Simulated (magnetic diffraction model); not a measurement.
# CoAg₂Cl₄: what an assumed order does to the neutron pattern

Space group I4_1/acd (no. 142, origin choice 1), a = 6.3530 Å, c = 28.7670 Å.

```csv
site,atom,x,y,z
16d,Ag,0,0,0.4291
8b,Co,1/2,0,0
16d,Cl,0,0,0.3277
16f,Cl,0.2681,0.7319,1/4
```

The compound is invented for this exercise: a known structure type with other elements, its cell scaled to their sizes and not relaxed.

Only Co is taken to order (form factors of Co2+); orders and moment sizes are assumed, and not adapted to the symmetry. Radiation: neutrons of λ = 2.0775 Å, 5° to 55°; isotropic B of 0.34 Å² (Ag), 0.36 Å² (Co) and 0.43 Å² (Cl). The intensities are simulated: I ∝ L Σ (|F_N|² + |F_M⊥|²) for unpolarised neutrons, with F_M = 2.695 fm/μB × Σ f(s) S exp(2πi Q·r) exp(−B s²) at Q = H ± k (one set where k and −k are equivalent), only the part normal to Q counting and L = 1/(sin²θ cos θ). For collinear order S is the moment m, which repeats by lattice and centring translations R with the sign exp(−2πi k·R). Form factors are spin-only for 3d ions and dipole or tabulated for f ions, scattering lengths are Sears's of 1992, and absorption is left out. A label names one of the reflections at its angle. The strongest nuclear line in the range is 100, and lines under 0.2 are left out.

Assume the order k = (0 0 0), collinear moments along [010], 2.46 μB on Co; signs + at (1/2, 0, 0), + at (0, 1/2, 0), + at (1/2, 1/2, 1/4), + at (0, 0, 1/4).

Predict the pattern, nuclear and magnetic parts apart.

| 2θ (°) | index | nuclear | magnetic |
| --- | --- | --- | --- |
| 16.61 | (0 0 4) | 18.6 | 5.2 |
| 28.04 | (1 1 2) | 6.7 | 3.5 |
| 33.58 | (0 0 8) | 0.3 | 1.0 |
| 36.95 | (1 1 6) | 3.2 | 2.4 |
| 38.17 | (2 0 0) | 11.4 | 0.7 |
| 41.89 | (2 0 4) | 58.0 | 1.3 |
| 43.11 | (2 1 1) | 1.5 | 0.0 |
| 44.83 | (2 1 3) | 1.4 | 0.0 |
| 48.13 | (2 1 5) | 1.2 | 0.0 |
| 50.78 | (1 1 10) | 5.0 | 1.1 |
| 51.35 | (0 0 12) | 32.3 | 0.3 |
| 51.74 | (2 0 8) | 100.0 | 0.9 |
| 52.78 | (2 1 7) | 1.1 | 0.0 |

The strongest magnetic line in the range is (0 0 4) at 16.61° (5.2). On top of the Lorentz factor, which all lines share, magnetic lines fade with angle because f falls: for Co2+ it is 0.91, 0.71, 0.49 and 0.18 at sin θ/λ = 0.1, 0.2, 0.3 and 0.5 Å⁻¹, while nuclear lengths stay constant. The net moment is 9.84 μB a primitive cell.

[Logs are printed without paths, hosts, clocks, repeated set-up lines and the standing remarks that a program may print on its own settings, such as how far it seeks lower states.]
